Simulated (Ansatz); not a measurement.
# Ca (Fm-3m): phonon-mediated transition temperature, part 2 of 2

Aim: the phonon-mediated transition temperature of Ca (Fm-3m) at ambient pressure, over a range of μ*. The cell shown first is a relaxed one, from steps not shown here.

Ansatz 0.2.0; DFT PBE, scalar-relativistic, plane waves, PAW.

So far, log mean phonon energy ħω_log (meV): step 2 (resistivity: q 2×2×2, k 8×8×8, scattering 12×12×12) 12.2.

## Step 3: Coupling and resistivity: q 3×3×3, k 9×9×9, scattering 12×12×12

The next rung changes the q mesh, which sets the reach of the force constants and couplings; the k mesh of the density and its response; the phonon self-energy between the q points, now taken in.

The input, input.yaml:

```yaml
crystal:
  lattice:
    - [0.0, 2.7620734355, 2.7620734355]
    - [2.7620734355, 0.0, 2.7620734355]
    - [2.7620734355, 2.7620734355, 0.0]
  atoms:
    - { symbol: Ca, position: [0.0, 0.0, 0.0] }
kpoints:
  mp_grid: { grid: [9, 9, 9] }
hamiltonian:
  xc: pbe
scf:
  occupations: { method: methfessel_paxton, width: 0.2 }
output:
  eigenvalues: true
phonons:
  method: dfpt
  qmesh: [3, 3, 3]
  temperatures: { t_max: 1000, t_step: 50 }
  qpath:
    path:
      - [[0.0, 0.0, 0.0], [0.5, 0.0, 0.5], [0.625, 0.25, 0.625]]
      - [[0.375, 0.375, 0.75], [0.0, 0.0, 0.0], [0.5, 0.5, 0.5], [0.5, 0.25, 0.75], [0.5, 0.0, 0.5]]
    npoints: 10
  electrical_resistivity:
    mesh: [12, 12, 12]
    temperatures: [20.0, 50.0, 80.0, 100.0, 150.0, 200.0, 273.0, 300.0, 400.0, 500.0, 600.0, 800.0]
  superconductivity: { mesh: [12, 12, 12] }
```

Run with:

```console
> ansatz run input.yaml --threads 4 --pin off --max-ram 10240MiB --backend cpu --events-out ev --progress --plain --runs-dir out
```

Numbers of over 12 decimals in the logs are rounded to 6 here.

The program printed:

```text
[...]
Crystal: 1 atoms, lattice volume = 42.144 Å³
Basis set: ecut = 420 eV, 869 PW (Γ), exchange–correlation on 54×54×54 points (8 copies of the dense FFT grid, shifted against one another)
Bands: 9, of which v1, the nominal top of the filled ones, is band 5 counted from 1 (4 counted from 0)
Symmetry: 48 space group operations
k-points: 35 of 729
[...]
SCF iter   1: F=—  HF=-1816.858077 eV  |F-HF|=—  |Δ(HF+E_count)|=         —  Δρ=8.31e-4  dr2=3.63e-4  ethr=1.77e-3  ⟨swp⟩=5.4  Hψ=2425  notcnv=0
[...]
SCF iter   8: F=-1816.858336 eV  HF=-1816.858336 eV  |F-HF|=1.59e-12  |Δ(HF+E_count)|=  1.85e-10  S|Δr|=    0.00e0  Δρ=6.43e-8  dr2=3.27e-12  ethr=1.00e-12  ⟨swp⟩=3.7  Hψ=1330  notcnv=0
SCF 1 converged in 8 iterations: F = -1816.858336 eV  dr2 = 3.27e-12
[...]
NSCF: frozen V_eff on 35 k-points
[...]
SCF iter   1: F=—  HF=-1816.858077 eV  |F-HF|=—  |Δ(HF+E_count)|=         —  Δρ=8.31e-4  dr2=3.63e-4  ethr=1.77e-3  ⟨swp⟩=5.4  Hψ=2425  notcnv=0
[...]
SCF iter   8: F=-1816.858336 eV  HF=-1816.858336 eV  |F-HF|=1.82e-12  |Δ(HF+E_count)|=  1.85e-10  S|Δr|=    0.00e0  Δρ=6.29e-8  dr2=3.22e-12  ethr=1.00e-12  ⟨swp⟩=1.0  Hψ=929  notcnv=0
SCF 2 converged in 8 iterations: F = -1816.858336 eV  dr2 = 3.22e-12
[...]
SCF converged after 8 iterations
[...]
Free energy (F): -1816.858336 eV
[...]
Internal energy: -1816.855595 eV  (E = F + TS)
E sigma→0 (E₀):  -1816.857651 eV
Entropy (-TS):   -0.002741 eV (-2.741 meV/atom)
Fermi energy:    4.954757 eV
Step filling:    the computed levels leave a gap of 0.0316 eV = 0.2 smearing widths at the electron count; against every level under it full and every level over it empty, smearing changes F+E_penalty+E_count by -1.961 meV and its σ→0 estimate by -1.275 meV
[...]
--- Band table (eV; the first three rows and the last of 35) ---
[...]
ASR residual: 5.596e-5 → 0.000e0 eV/Å²; symmetrization residual: 1.728e-14 eV/Å²
  ASR residual per site (eV/Å²): 5.60e-5
  Γ frequencies (cm⁻¹): 0.00 0.00 0.00
--- Phonons (arbitrary-q DFPT): 4 irreducible q on the 3×3×3 mesh ---
[...]
interpolated dispersion: 62 rows × 3 modes
[...]
--- Electrical resistivity: potentials and phonons of a 3×3×3 supercell ---
[...]
at the Fermi level of each mesh (of a tensor a third of its trace):
[...]
12×12×12                     0.7314              4.0547    0.1350    0.1306          12.128
          6×6×6                     0.7083              3.3630    0.1202    0.1243          13.113
          3×3×3                     0.3997              3.5020    0.1163    0.1124          14.285
  resistivity on the deck's mesh, µΩ·cm:
[...]
20.00     5.4334e-2              no     5.4334e-2     5.4334e-2     5.4334e-2       9.7778e-2         5.7261e-2
     50.00     7.0760e-1              no     7.0760e-1     7.0760e-1     7.0760e-1       8.7224e-1         6.8517e-1
     80.00      1.7408e0              no      1.7408e0      1.7408e0      1.7408e0        1.9354e0          1.7454e0
    100.00      2.4351e0              no      2.4351e0      2.4351e0      2.4351e0        2.6446e0          2.4731e0
    150.00      4.0684e0              no      4.0684e0      4.0684e0      4.0684e0        4.3397e0          4.1884e0
    200.00      5.5824e0              no      5.5824e0      5.5824e0      5.5824e0        5.9430e0          5.7769e0
    273.00      7.6589e0              no      7.6589e0      7.6589e0      7.6589e0        8.1769e0          7.9575e0
    300.00      8.4005e0              no      8.4005e0      8.4005e0      8.4004e0        8.9813e0          8.7349e0
    400.00      1.1060e1              no      1.1060e1      1.1060e1      1.1060e1        1.1892e1          1.1535e1
    500.00      1.3601e1              no      1.3601e1      1.3601e1      1.3601e1        1.4722e1          1.4229e1
    600.00      1.6025e1              no      1.6025e1      1.6025e1      1.6025e1        1.7492e1          1.6823e1
    800.00      2.0537e1              no      2.0537e1      2.0537e1      2.0537e1        2.2935e1          2.1747e1
[...]
vibrations of 27 cells: unjudged by the run; compare a larger repeat
[...]
at the force constants' own smearing the fine mesh and the k-points of their solves give squared frequencies that differ by 2.0 % of the larger at the most, at (0, 0.3333, 0.3333)
--- Superconductivity: potentials and phonons of a 3×3×3 supercell ---
           mesh         λ    ħω_log (meV)  μ* declared at (meV)
       12×12×12    0.1350          12.128               14.291
          6×6×6    0.1202          13.113               14.625
          3×3×3    0.1163          14.285               15.213
  λ by the species' shares of the modes' patterns: Ca 0.1350
[...]
0.08      0.000         0.000    none_found    none_found    none_found    none_found     none_found
      0.10      0.000         0.000    none_found    none_found    none_found    none_found     none_found
      0.12      0.000         0.000    none_found    none_found    none_found    none_found     none_found
      0.13          -             -    none_found    none_found    none_found    none_found     none_found
      0.14          -             -    none_found    none_found    none_found    none_found     none_found
      0.16          -             -    none_found    none_found    none_found    none_found     none_found
      0.20          -             -    none_found    none_found    none_found    none_found     none_found
  none_found: no transition down to 0.1 K
[...]
vibrations of 27 cells: unjudged by the run; compare a larger repeat
[...]
```

It took 47 s on 4 threads of Arm Neoverse V1, shared host; peak memory 1.6 GiB; 2.9 min of CPU time.

Numbers from this step:

| Quantity | Value |
| --- | --- |
| zero point energy | 0.02080 eV/cell |
| highest frequency, solved or plainly interpolated | 170.9 cm⁻¹ |
| Debye temperature (second moment) | 216 K |
| resistivity at 300 K | 8.4 μΩ cm |
| coupling constant λ | 0.135 |
| density of states at the Fermi level | 0.7314 states/eV a spin and cell |
| log mean phonon energy ħω_log | 12.13 meV |
| transport coupling constant λ_tr | 0.1306, 0.1306, 0.1306 (xx, yy, zz) |
| Drude plasma energy | 4.055, 4.055, 4.055 eV (xx, yy, zz) |
| resistivity times mean free path | 13.95, 13.95, 13.95 × 10⁻¹⁶ Ω m² (xx, yy, zz) |
| second-moment phonon energy ħω₂ | 14.29 meV |
| coupling λ by branch | 0.039, 0.0231, 0.0729 (branches by rank of frequency) |

An empty cell: under 1 mK by a formula, or no transition down to the floor of the Eliashberg search. Transition temperatures:

```csv
μ*,McMillan Tc (K),Allen–Dynes Tc (K)
0.08,-,-
0.1,-,-
0.12,-,-
0.13,-,-
0.14,-,-
0.16,-,-
0.2,-,-
```

Between step 2 and this run (k-mesh 9×9×9 and q mesh 3×3×3) the value for the log mean phonon energy ħω_log moves from 12.2 meV to 12.1 meV.

## Step 4: Resistivity: q 4×4×4, k 12×12×12, scattering 16×16×16

The next rung changes the q mesh, which sets the reach of the force constants and couplings; the k mesh of the density and its response; the scattering mesh, which samples the Fermi surface.

input.yaml, the sections that differ from step 3:

```yaml
kpoints:
  mp_grid: { grid: [12, 12, 12] }
phonons:
  method: dfpt
  qmesh: [4, 4, 4]
  temperatures: { t_max: 1000, t_step: 50 }
  qpath:
    path:
      - [[0.0, 0.0, 0.0], [0.5, 0.0, 0.5], [0.625, 0.25, 0.625]]
      - [[0.375, 0.375, 0.75], [0.0, 0.0, 0.0], [0.5, 0.5, 0.5], [0.5, 0.25, 0.75], [0.5, 0.0, 0.5]]
    npoints: 10
  electrical_resistivity:
    mesh: [16, 16, 16]
    temperatures: [20.0, 50.0, 80.0, 100.0, 150.0, 200.0, 273.0, 300.0, 400.0, 500.0, 600.0, 800.0]
  superconductivity: { mesh: [16, 16, 16] }
# crystal, hamiltonian, scf, output: as in step 3
```

The program printed:

```text
[...]
Crystal: 1 atoms, lattice volume = 42.144 Å³
Basis set: ecut = 420 eV, 869 PW (Γ), exchange–correlation on 54×54×54 points (8 copies of the dense FFT grid, shifted against one another)
Bands: 9, of which v1, the nominal top of the filled ones, is band 5 counted from 1 (4 counted from 0)
Symmetry: 48 space group operations
k-points: 72 of 1728
[...]
SCF iter   1: F=—  HF=-1816.859528 eV  |F-HF|=—  |Δ(HF+E_count)|=         —  Δρ=7.88e-4  dr2=2.91e-4  ethr=1.77e-3  ⟨swp⟩=5.5  Hψ=5018  notcnv=0
[...]
SCF iter   8: F=-1816.859692 eV  HF=-1816.859692 eV  |F-HF|=1.14e-12  |Δ(HF+E_count)|=  1.63e-10  S|Δr|=    0.00e0  Δρ=4.98e-8  dr2=1.78e-12  ethr=1.00e-12  ⟨swp⟩=4.0  Hψ=2795  notcnv=0
SCF 1 converged in 8 iterations: F = -1816.859692 eV  dr2 = 1.78e-12
[...]
SCF iter   1: F=—  HF=-1816.859528 eV  |F-HF|=—  |Δ(HF+E_count)|=         —  Δρ=7.88e-4  dr2=2.91e-4  ethr=1.77e-3  ⟨swp⟩=5.5  Hψ=5018  notcnv=0
[...]
SCF iter   8: F=-1816.859692 eV  HF=-1816.859692 eV  |F-HF|=1.59e-12  |Δ(HF+E_count)|=  1.63e-10  S|Δr|=    0.00e0  Δρ=4.89e-8  dr2=1.74e-12  ethr=1.00e-12  ⟨swp⟩=1.5  Hψ=1964  notcnv=0
SCF 2 converged in 8 iterations: F = -1816.859692 eV  dr2 = 1.74e-12
[...]
SCF converged after 8 iterations
[...]
Free energy (F): -1816.859692 eV
[...]
Internal energy: -1816.855508 eV  (E = F + TS)
E sigma→0 (E₀):  -1816.858646 eV
Entropy (-TS):   -0.004184 eV (-4.184 meV/atom)
Fermi energy:    4.951484 eV
[...]
--- Band table (eV; the first three rows and the last of 72) ---
[...]
ASR residual: 5.501e-5 → 0.000e0 eV/Å²; symmetrization residual: 1.421e-13 eV/Å²
  ASR residual per site (eV/Å²): 5.50e-5
  Γ frequencies (cm⁻¹): 0.00 0.00 0.00
--- Phonons (arbitrary-q DFPT): 8 irreducible q on the 4×4×4 mesh ---
[...]
interpolated dispersion: 62 rows × 3 modes
[...]
--- Electrical resistivity: potentials and phonons of a 4×4×4 supercell ---
[...]
at the Fermi level of each mesh (of a tensor a third of its trace):
[...]
16×16×16                     0.6873              4.1026    0.1253    0.1242          11.407
          8×8×8                     0.5348              3.7325    0.0996    0.0925          11.929
          4×4×4                     0.2918              3.2393    0.0663    0.0588          11.705
  resistivity on the deck's mesh, µΩ·cm:
[...]
20.00     5.4919e-2              no     5.4919e-2     5.4919e-2     5.4919e-2       1.0566e-1         6.0241e-2
     50.00     6.8066e-1              no     6.8066e-1     6.8066e-1     6.8066e-1       8.5066e-1         6.6750e-1
     80.00      1.6474e0              no      1.6474e0      1.6474e0      1.6474e0        1.8428e0          1.6623e0
    100.00      2.2976e0              no      2.2976e0      2.2976e0      2.2976e0        2.5074e0          2.3460e0
    150.00      3.8546e0              no      3.8546e0      3.8546e0      3.8546e0        4.1220e0          3.9873e0
    200.00      5.3500e0              no      5.3500e0      5.3500e0      5.3500e0        5.6922e0          5.5615e0
    273.00      7.4787e0              no      7.4787e0      7.4787e0      7.4787e0        7.9428e0          7.8019e0
    300.00      8.2521e0              no      8.2521e0      8.2521e0      8.2521e0        8.7650e0          8.6157e0
    400.00      1.1032e1              no      1.1032e1      1.1032e1      1.1032e1        1.1756e1          1.1552e1
    500.00      1.3642e1              no      1.3642e1      1.3642e1      1.3642e1        1.4649e1          1.4337e1
    600.00      1.6063e1             yes      1.6063e1      1.6063e1      1.6063e1        1.7445e1          1.6959e1
    800.00      2.0387e1             yes      2.0387e1      2.0387e1      2.0387e1        2.2828e1          2.1773e1
[...]
vibrations of 64 cells: unjudged by the run; compare a larger repeat
[...]
--- Superconductivity: potentials and phonons of a 4×4×4 supercell ---
           mesh         λ    ħω_log (meV)  μ* declared at (meV)
       16×16×16    0.1253          11.407               13.907
          8×8×8    0.0996          11.929               14.087
          4×4×4    0.0663          11.705               13.150
  λ by the species' shares of the modes' patterns: Ca 0.1253
[...]
0.08      0.000         0.000    none_found    none_found    none_found    none_found     none_found
      0.10      0.000         0.000    none_found    none_found    none_found    none_found     none_found
      0.12          -             -    none_found    none_found    none_found    none_found     none_found
      0.13          -             -    none_found    none_found    none_found    none_found     none_found
      0.14          -             -    none_found    none_found    none_found    none_found     none_found
      0.16          -             -    none_found    none_found    none_found    none_found     none_found
      0.20          -             -    none_found    none_found    none_found    none_found     none_found
  none_found: no transition down to 0.1 K
[...]
vibrations of 64 cells: unjudged by the run; compare a larger repeat
[...]
```

The job ended after 3.2 min (4 threads; peak memory 3.5 GiB).

This step gave:

```yaml
zero_point_energy: 0.02074 eV/cell
highest_frequency_solved_or_plainly_interpolated: 164.8 cm⁻¹
debye_temperature_second_moment: 215 K
resistivity_at_300_k: 8.252 μΩ cm
coupling_constant_lambda: 0.1253
density_of_states_at_the_fermi_level: 0.6873 states/eV a spin and cell
log_mean_phonon_energy_omega_log: 11.41 meV
transport_coupling_constant_lambda_tr: 0.1242, 0.1242, 0.1242 (xx, yy, zz)
drude_plasma_energy: 4.103, 4.103, 4.103 eV (xx, yy, zz)
resistivity_times_mean_free_path: 13.78, 13.78, 13.78 × 10⁻¹⁶ Ω m² (xx, yy, zz)
second_moment_phonon_energy_omega: 13.91 meV
coupling_lambda_by_branch: 0.0382, 0.022, 0.0651 (branches by rank of frequency)
```

An empty cell: under 1 mK by a formula, or no transition down to the floor of the Eliashberg search. Transition temperatures:

```csv
μ*,McMillan Tc (K),Allen–Dynes Tc (K)
0.08,-,-
0.1,-,-
0.12,-,-
0.13,-,-
0.14,-,-
0.16,-,-
0.2,-,-
```

The Eliashberg function α²F has structure finer than the step of the table below, so its rows give means over 1 meV, whole bins alone (the curve runs from 0.08 to 20.4 meV). Peaks (meV: height): α²F 18.8: 0.312; α²F tr 18.8: 0.226.

Eliashberg function α²F against phonon energy; means over each step:

```csv
phonon energy (meV),α²F,α²F tr
1,1.2e-4,8.3e-5
2,0.00181,0.00122
3,0.00486,0.00467
4,0.00866,0.0109
5,0.0126,0.0183
6,0.0161,0.0253
7,0.0192,0.0304
8,0.0205,0.0308
9,0.0219,0.0301
10,0.0265,0.0322
11,0.0313,0.0346
12,0.0380,0.0382
13,0.0455,0.0451
14,0.0410,0.0373
15,0.0441,0.0354
16,0.0681,0.0513
17,0.102,0.0731
18,0.147,0.106
19,0.145,0.107
```

## Step 5: Summary of results

```json
{"meshes": "q 4×4×4, k 12×12×12, scattering 16×16×16", "coupling constant λ": "0.125", "log mean phonon energy ħω_log": "11.4 meV"}
```

In words: In the last run (PBE, q 4×4×4, k 12×12×12, scattering 16×16×16), with λ = 0.13 and ħω_log = 11.4 meV, Tc at μ* = 0.13 is under 1 mK by the formulas. Wikipedia's list of superconducting elements holds no transition of Ca at normal pressure, in line with the calculation. In that run Allen and Dynes's formula gives no transition above 0.05 K at μ* = 0.10 or more. By the run's own test λ is not converged in the fine mesh: it moves by 20 % between the two finest. The run's transport test calls it not converged in the mesh; ρ(300 K) moves by 3 % in the component that moves most. Over the runs, λ takes the values 0.140, 0.135 and 0.125, in the order shown. μ* is a typed number, phonons are harmonic, and spin fluctuations are left out; with λ this near or under μ*(1 + 0.62 λ), the formulas give Tc only to its order of magnitude, or none.

[Logs are printed without paths, hosts, clocks, repeated set-up lines and the standing remarks that a program may print on its own settings, such as how far it seeks lower states.]

[Hosts, paths, dates, database ids (printed as entryN), source tags and the programs' standing remarks are cut or masked in the printed files.]
